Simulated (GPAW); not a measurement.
# AlCo: optical spectrum from first principles

Aim: the dielectric function of AlCo, and the optical constants that follow from it.

Program: GPAW 26.7.0. Level of theory: DFT, PBE, plane-wave PAW (GPAW data sets), scalar-relativistic, RPA, optical limit. Results are calculated unless marked as measured.

## Step 1: The starting structure

Symmetry: Pm-3m, No. 221, cubic system. Conventional cell: a = 2.819 Å, b = 2.819 Å, c = 2.819 Å, α = 90.00°, β = 90.00°, γ = 90.00°. Nearest to Co lie 8 Al at 2.44 Å. Nearest to Al lie 8 Co at 2.44 Å. Farther neighbours are not listed.

Coordinates:

```xyz
2
Lattice="2.8194 0.0000 0.0000 0.0000 2.8194 0.0000 0.0000 0.0000 2.8194" Properties=species:S:1:pos:R:3 pbc="T T T"
Co    1.4097    1.4097    1.4097
Al    0.0000    0.0000    0.0000
```

## Step 2: Bands for the response

The response needs many more empty bands than the density does.

This step: DFT, PBE, plane-wave PAW (GPAW data sets), scalar-relativistic, bands at fixed density (GPAW 26.7.0).

The input, nscf.py:

```python
from ase.dft.bandgap import bandgap
from gpaw import GPAW, FermiDirac

calc = GPAW('gs.gpw').fixed_density(kpts={'size': (15, 15, 15), 'gamma': True}, nbands=26, convergence={'bands': 20},
                                    occupations=FermiDirac(0.05), txt='nscf.txt')
print('gap (eV)', bandgap(calc, output=None)[0])
print('direct gap (eV)', bandgap(calc, direct=True, output=None)[0])
print('top band over the Fermi level (eV)', min(calc.get_eigenvalues(kpt=k)[19] for k in range(len(calc.get_ibz_k_points()))) - calc.get_fermi_level())
calc.write('full.gpw', mode='all')
```

Run with:

```bash
$ OMP_NUM_THREADS=1 python nscf.py
```

Numbers of over 12 decimals in the logs are rounded to 6 here.

Output:

```text
Diagonalizing LCAO Hamiltonian
Converting LCAO to pw mode
convergence criteria:
- Maximum integral of absolute [eigenst]ate change: 4e-08 eV^2 / valence electron
maximum number of iterations: 150

SCF iterations
|iter     |      energy | eigst |  dens |
|iter:   1||             | +2.65 |       |
|iter:   2||             | +0.69 |       |
|iter:   3||             | -0.30 |       |
|iter:   4||             | -1.83 |       |
|iter:   5||             | -3.10 |       |
|iter:   6||             | -4.41 |       |
|iter:   7||             | -5.61 |       |
|iter:   8||             | -6.43 |       |
|iter:   9||             | -7.13 |       |
|iter:  10||             | -7.59c|       |
SCF steps: 10
  __  _  _
 | _ |_)|_||  |
 |__||  | ||/\| - 26.7.0

Versions:
  Python: 3.12.14
  ASE:    3.29.0
  Numpy:  2.5.5
  Scipy:  1.18.1
  Libxc:  7.0.0

Input parameters:
  mode=PW(ecut=500.0),
  convergence={'bands': 20},
  gpts=array([15, 15, 15]),
  kpts=MonkhorstPack(size=(15, 15, 15), gamma=True),
  maxiter=150,
  nbands=26,
  occupations=Occupations(name='fermi-dirac', width=0.05, fixmagmom=False),
  parallel={},
  xc=XC(name='PBE')

--- standard output ---
gap (eV) 0.0
direct gap (eV) 0.0
top band over the Fermi level (eV) 26.320033
```

Wall time 51 s (1 thread of Intel Xeon at 2.50GHz (Skylake/Cascade Lake), shared host); peak memory 0.18 GiB.

This run has no spin polarisation, although Co can carry a moment.

## Step 3: Dielectric function, RPA

Local fields let the induced charge screen the field inside the cell, which as a rule lowers ε, most along directions where the density is uneven.

This step: DFT, PBE, plane-wave PAW (GPAW data sets), scalar-relativistic, RPA, optical limit (GPAW 26.7.0).

The input, df.py:

```python
from gpaw.response.df import DielectricFunction

df = DielectricFunction('full.gpw', frequencies={'type': 'nonlinear', 'domega0': 0.03, 'omega2': 8},
                        ecut=50,
                        eta=0.15,
                        nbands=20,
                        rate=0.05,
                        txt='df.txt')
for direction in ['x']:
    df.get_dielectric_function(xc='RPA', direction=direction, filename=f'df_{direction}.csv')
```

Run with:

```bash
$ OMP_NUM_THREADS=1 python df.py
```

Output:

```text
Using integrator: PointIntegrator
NonLinearFrequencyDescriptor(from 0.000 to 44.193 eV, 449 points)
Nonperiodic BCs:  [False False False]
Using integrator: PointIntegrator
NonLinearFrequencyDescriptor(from 0.000 to 44.193 eV, 449 points)
Nonperiodic BCs:  [False False False]
Using integrator: PointIntegrator

Calculating chi0 body with:
    Ground state adapter containing:
    Number of spins: 1
    Number of kpoints: 3375
    Number of irreducible kpoints: 120
    Number of completely occupied states: 3
    Number of partially occupied states: 7

    Linear response parametrization:
    q_c: [0.0, 0.0, 0.0]
    Number of frequency points: 449
    Planewave cutoff: 50.0
    Number of bands: 20
    Number of planewaves: 19
    Broadening (eta): 0.15

Integrating chi0 body.

Symmetries of q_c:
    Direct symmetries (Uq -> q): 48
    Indirect symmetries (TUq -> q): 0
In total 48 allowed symmetries.

120 groups of equivalent kpoints. 96.444444% reduction.

Integral kind: spectral function

Calculating chi0 optical extensions with:
    Ground state adapter containing:
    Number of spins: 1
    Number of kpoints: 3375
    Number of irreducible kpoints: 120
    Number of completely occupied states: 3
    Number of partially occupied states: 7

    Linear response parametrization:
    Number of frequency points: 449
    Planewave cutoff: 50.0
    Number of bands: 20
    Number of planewaves: 19
    Broadening (eta): 0.15
Integrating chi0 head and wings.

Symmetries of q_c:
    Direct symmetries (Uq -> q): 48
    Indirect symmetries (TUq -> q): 0
In total 48 allowed symmetries.

120 groups of equivalent kpoints. 96.444444% reduction.

Integral kind: spectral function wings

Calculating drude chi0 with:
    Number of frequency points:449
    Plasma frequency decay rate: 0.05 eV

    Ground state adapter containing:
    Number of spins: 1
    Number of kpoints: 3375
    Number of irreducible kpoints: 120
    Number of completely occupied states: 3
    Number of partially occupied states: 7

Symmetries of q_c:
    Direct symmetries (Uq -> q): 48
    Indirect symmetries (TUq -> q): 0
In total 48 allowed symmetries.

120 groups of equivalent kpoints. 96.444444% reduction.

Integral kind: intraband
Plasma frequency:
[[3.83+0.j 0.  +0.j 0.  +0.j]
 [0.  +0.j 3.83+0.j 0.  +0.j]
 [0.  +0.j 0.  +0.j 3.83+0.j]]
```

Wall time 16 s (1 thread); peak memory 0.22 GiB.

Some rows of df_x.csv (energy; Re and Im without local fields; Re and Im with them):

```text
0.000000, 5913.749647, 0.000000, 5913.616890, 0.000000
0.429336, -42.007794, 30.624683, -42.153067, 30.628702
0.878195, 6.736904, 29.571935, 6.653068, 29.547789
1.347938, -0.595051, 19.943982, -0.830158, 19.916705
1.840057, 1.453994, 13.696759, 1.294227, 13.538143
2.356191, 0.376317, 11.259927, 0.375240, 11.069210
2.898142, 1.046809, 7.664693, 1.039510, 7.613067
3.467895, 2.491155, 4.772021, 2.432169, 4.730745
4.067647, 5.141821, 4.763706, 5.061098, 4.705562
4.699832, 8.768826, 8.282894, 8.660423, 8.167526
5.367152, 0.827849, 9.854054, 0.883597, 9.833585
6.072622, 2.199487, 8.816712, 2.218350, 8.862273
6.819608, -0.377307, 8.661735, -0.582567, 8.635412
7.611886, -2.905233, 6.194679, -3.069842, 5.953521
8.453705, -1.537356, 6.346257, -1.394965, 5.982239
9.349861, -2.698432, 3.985480, -2.597047, 3.897756
10.305790, -2.628981, 2.677909, -2.600237, 2.641060
11.327680, -2.269337, 2.040687, -2.238851, 2.025743
12.422601, -1.711966, 1.544329, -1.641957, 1.525030
13.598673, -1.144269, 0.989803, -1.094769, 0.976959
```

The Im ε, E ∥ x has structure finer than the step of the table below, so its rows give means over 0.5 eV, whole bins alone (the curve runs from 0.305 to 14.0 eV). Peaks (eV: height): 0.91: 30.2, 5.03: 13.7.

Sum at mesh points, not converged in k. Table of Im ε, E ∥ x by photon energy; means over each step:

| photon energy (eV) | Im ε, E ∥ x |
| --- | --- |
| 1.0 | 26.6 |
| 1.5 | 17.6 |
| 2.0 | 13.1 |
| 2.5 | 9.96 |
| 3.0 | 7.44 |
| 3.5 | 5.02 |
| 4.0 | 4.86 |
| 4.5 | 6.38 |
| 5.0 | 12.1 |
| 5.5 | 9.08 |
| 6.0 | 8.93 |
| 6.5 | 9.84 |
| 7.0 | 8.71 |
| 7.5 | 6.89 |
| 8.0 | 5.33 |
| 8.5 | 5.97 |
| 9.0 | 4.89 |
| 9.5 | 4.04 |
| 10.0 | 3.12 |
| 10.5 | 2.45 |
| 11.0 | 2.51 |
| 11.5 | 1.87 |
| 12.0 | 1.64 |
| 12.5 | 1.45 |
| 13.0 | 1.08 |
| 13.5 | 0.977 |

Values under 1 per cm are given as 1; sum at mesh points, not converged in k. Absorption coefficient, E ∥ x against photon energy:

| photon energy (eV) | absorption coefficient, E ∥ x (1/cm) |
| --- | --- |
| 0.492 | 2.8e5 |
| 1.010 | 3.8e5 |
| 1.486 | 4.6e5 |
| 1.985 | 5.1e5 |
| 2.508 | 5.6e5 |
| 3.018 | 5.4e5 |
| 3.510 | 4.1e5 |
| 3.980 | 4.0e5 |
| 4.516 | 4.8e5 |
| 4.981 | 1.1e6 |
| 5.515 | 1.1e6 |
| 6.021 | 1.1e6 |
| 6.494 | 1.5e6 |
| 6.985 | 1.6e6 |
| 7.496 | 1.8e6 |
| 8.026 | 1.5e6 |
| 8.516 | 1.7e6 |
| 9.023 | 1.9e6 |
| 9.483 | 1.8e6 |
| 10.026 | 1.9e6 |
| 10.519 | 1.7e6 |
| 11.029 | 1.8e6 |
| 11.479 | 1.8e6 |
| 12.023 | 1.7e6 |
| 12.504 | 1.8e6 |
| 13.000 | 1.6e6 |
| 13.512 | 1.6e6 |

The reflectivity at normal incidence, E ∥ x has structure finer than the step of the table below, so its rows give means over 0.5 eV, whole bins alone (the curve runs from 0.305 to 14.0 eV). Peaks (eV: height): 1.04: 58.8, 5.12: 43.7, 7.55: 49.2, 9.02: 49.3, 9.82: 52.4, 11.33: 52.6, 12.83: 54.0.

Sum at mesh points, not converged in k. Reflectivity at normal incidence, E ∥ x against photon energy; means over each step:

| photon energy (eV) | reflectivity at normal incidence, E ∥ x (%) |
| --- | --- |
| 1.0 | 56.9 |
| 1.5 | 52.2 |
| 2.0 | 45.8 |
| 2.5 | 41.5 |
| 3.0 | 34.8 |
| 3.5 | 24.8 |
| 4.0 | 23.8 |
| 4.5 | 29.4 |
| 5.0 | 40.9 |
| 5.5 | 38.1 |
| 6.0 | 36.2 |
| 6.5 | 41.9 |
| 7.0 | 43.7 |
| 7.5 | 47.2 |
| 8.0 | 40.7 |
| 8.5 | 41.4 |
| 9.0 | 48.7 |
| 9.5 | 47.2 |
| 10.0 | 51.1 |
| 10.5 | 49.1 |
| 11.0 | 46.6 |
| 11.5 | 51.2 |
| 12.0 | 48.9 |
| 12.5 | 50.5 |
| 13.0 | 52.1 |
| 13.5 | 48.6 |

The Im ε, E ∥ x has structure finer than the step of the table below, so its rows give means over 0.5 eV, whole bins alone (the curve runs from 0.305 to 14.0 eV). Peaks (eV: height): without local fields 0.91: 30.2, 5.03: 13.9; with local fields 0.91: 30.2, 5.03: 13.7.

Sum at mesh points, not converged in k. Im ε, E ∥ x against photon energy; means over each step:

| photon energy (eV) | without local fields | with local fields |
| --- | --- | --- |
| 1.0 | 26.6 | 26.6 |
| 1.5 | 17.7 | 17.6 |
| 2.0 | 13.3 | 13.1 |
| 2.5 | 10.1 | 9.96 |
| 3.0 | 7.49 | 7.44 |
| 3.5 | 5.06 | 5.02 |
| 4.0 | 4.91 | 4.86 |
| 4.5 | 6.46 | 6.38 |
| 5.0 | 12.3 | 12.1 |
| 5.5 | 9.09 | 9.08 |
| 6.0 | 8.91 | 8.93 |
| 6.5 | 9.76 | 9.84 |
| 7.0 | 8.71 | 8.71 |
| 7.5 | 7.13 | 6.89 |
| 8.0 | 5.62 | 5.33 |
| 8.5 | 6.28 | 5.97 |
| 9.0 | 4.95 | 4.89 |
| 9.5 | 4.10 | 4.04 |
| 10.0 | 3.13 | 3.12 |
| 10.5 | 2.50 | 2.45 |
| 11.0 | 2.53 | 2.51 |
| 11.5 | 1.89 | 1.87 |
| 12.0 | 1.67 | 1.64 |
| 12.5 | 1.46 | 1.45 |
| 13.0 | 1.08 | 1.08 |
| 13.5 | 0.997 | 0.977 |

Sum at mesh points, not converged in k. The loss function −Im 1/ε at q → 0, E ∥ x by energy loss; read off at these points:

energy loss (eV), loss function −Im 1/ε at q → 0, E ∥ x and a bar:
```
    0.500      0.020 
    0.750      0.042 #
    1.000      0.034 #
    1.250      0.045 ##
    1.500      0.056 ##
    1.750      0.073 ####
    2.000      0.072 ###
    2.250      0.088 ####
    2.500      0.101 #####
    2.750      0.120 #######
    3.000      0.129 #######
    3.250      0.161 #########
    3.385      0.180 ###########
    3.500      0.160 #########
    3.750      0.128 #######
    4.000      0.108 ######
    4.250      0.084 ####
    4.500      0.066 ###
    4.750      0.057 ##
    5.000      0.063 ###
    5.250      0.089 #####
    5.500      0.110 ######
    5.750      0.115 ######
    6.000      0.108 ######
    6.250      0.098 #####
    6.500      0.096 #####
    6.750      0.115 ######
    7.000      0.107 ######
    7.250      0.117 ######
    7.500      0.116 ######
    7.750      0.151 #########
    8.000      0.177 ##########
    8.250      0.170 ##########
    8.500      0.154 #########
    8.750      0.138 ########
    9.000      0.147 ########
    9.250      0.166 ##########
    9.500      0.183 ###########
    9.750      0.158 #########
   10.000      0.185 ###########
   10.250      0.190 ###########
   10.500      0.224 #############
   10.750      0.259 ################
   11.000      0.242 ###############
   11.250      0.218 #############
   11.500      0.247 ###############
   11.750      0.280 #################
   12.000      0.294 ##################
   12.250      0.315 ###################
   12.500      0.303 ###################
   12.750      0.302 ###################
   13.000      0.363 #######################
   13.250      0.403 #########################
   13.500      0.454 ############################
   13.750      0.477 ##############################
```

At chosen wavelengths:

| wavelength (nm) | n | k | R (%) | 1/α |
| --- | --- | --- | --- | --- |
| 1064 | 3.37 | 3.503 | 57.0 | 24 nm |
| 800 | 2.81 | 3.012 | 52.3 | 21 nm |
| 633 | 2.75 | 2.524 | 46.2 | 20 nm |
| 532 | 2.41 | 2.314 | 43.2 | 18 nm |
| 450 | 2.09 | 1.971 | 37.8 | 18 nm |
| 365 | 1.87 | 1.315 | 25.0 | 22 nm |
| 308 | 2.39 | 0.972 | 23.2 | 25 nm |

In reflection the computed colour is faintly yellow: x = 0.328, y = 0.347, luminous reflectivity 44 %.

## Step 4: Results

What this shows: At this level (PBE, RPA) AlCo is a metal. The mesh is too coarse to trust the carriers' weight, the reflectivity or the colour to better than tens of per cent. In reflection the computed colour is faintly yellow: x = 0.328, y = 0.347, luminous reflectivity 44 %. The carriers' damping of 0.05 eV is typed, not computed; it shapes the response at the lowest energies. The run has no spin polarisation; magnetic order or correlation, untested here, could change the spectrum. In this version of GPAW the matrix elements of the optical limit are incomplete, which can lower ε − 1 by up to a tenth where first-row anions or d states rule, and shift it by more in d metals. GPAW's carrier term has the form −ωp²/(ω + i·rate)², which damps like twice the rate and fails at low energy, so the curves leave the lowest energies out. The sum runs over mesh points 0.15 Å⁻¹ apart with no interpolation, so peaks are partly noise of the mesh, and the Drude plasma energy, a sum over the Fermi surface, isn't converged.

[Machine, clock and banner lines and Python warnings are left out of the logs.]

[Logs are printed without paths, hosts, clocks, repeated set-up lines and the standing remarks that a program may print on its own settings, such as how far it seeks lower states.]

[Hosts, paths, dates, database ids (printed as entryN), source tags and the programs' standing remarks are cut or masked in the printed files.]
